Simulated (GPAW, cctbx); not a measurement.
## Reading charge transfer from structure factors

TiBi3C, Pm-3m (no. 221), a = 4.9053 Å, b = 4.9053 Å, c = 4.9053 Å, α = 90.00°, β = 90.00°, γ = 90.00°.

```
atom  mult.    x    y    z
 Bi1      3  1/2    0  1/2
 Ti1      1    0    0    0
  C1      1  1/2  1/2  1/2
```

The cell comes from substitution in a known structure type and wasn't matched to any measured phase.

Absolute values of the static structure factors of the conventional cell from DFT (PBE, GPAW) against free spherical atoms, in electrons:

| hkl | d (Å) | free atoms | crystal |
| --- | --- | --- | --- |
| 010 | 4.905 | 63.93 | 64.09 |
| 011 | 3.469 | 52.60 | 52.31 |
| 111 | 2.832 | 229.16 | 228.76 |
| 020 | 2.453 | 228.97 | 229.08 |
| 021 | 2.194 | 55.97 | 56.17 |
| 121 | 2.003 | 48.72 | 48.60 |
| 022 | 1.734 | 205.92 | 206.00 |
| 122 | 1.635 | 51.42 | 51.31 |
| 030 | 1.635 | 51.42 | 51.46 |
| 031 | 1.551 | 45.83 | 45.90 |

**Question.** Which way does charge move, and which reflections show it best?

Project each element's phase sum on the total phase. |F| rises if density moves to atoms that scatter in phase and falls if it moves to atoms that scatter against it; the rule is for low angles, since changes of shape take over beyond. Where all elements are in phase the terms compete, and the compactness of the donor's and the acceptor's density matters too.

| hkl | Bi in phase | Ti in phase | C in phase | change (e) | (%) |
| --- | --- | --- | --- | --- | --- |
| 010 | +1.0 | -1.0 | +1.0 | +0.16 | +0.3 |
| 011 | +1.0 | -1.0 | -1.0 | -0.29 | -0.6 |
| 111 | +3.0 | +1.0 | -1.0 | -0.40 | -0.2 |
| 020 | +3.0 | +1.0 | +1.0 | +0.11 | 0.0 |
| 021 | +1.0 | -1.0 | +1.0 | +0.20 | +0.4 |
| 121 | +1.0 | -1.0 | -1.0 | -0.12 | -0.2 |
| 022 | +3.0 | +1.0 | +1.0 | +0.08 | 0.0 |
| 122 | +1.0 | -1.0 | +1.0 | -0.11 | -0.2 |

Low-angle reflections that set elements apart and change by more than 0.05 e: 010, 011, 111, 021 and 121. The signs fit a gain of density on C and a loss on Bi. The best witness is 011, -0.6 %, where C enters with -1.0. The real-space density agrees: Voronoi charges Bi +0.14, Ti -0.01, C -0.41 e. The shortest bond, Bi–C, has Δρ = +0.03 e/Å³ at its midpoint, low for a shared bond; with the charge transfer this is a polar contact.

[Outputs are excerpts: Python notices, other lines and further rows are left out; steps that failed or that the build refused (PBEsol, TPSS) are not shown.]

[Logs are printed without paths, hosts, clocks, repeated set-up lines and the standing remarks that a program may print on its own settings, such as how far it seeks lower states.]
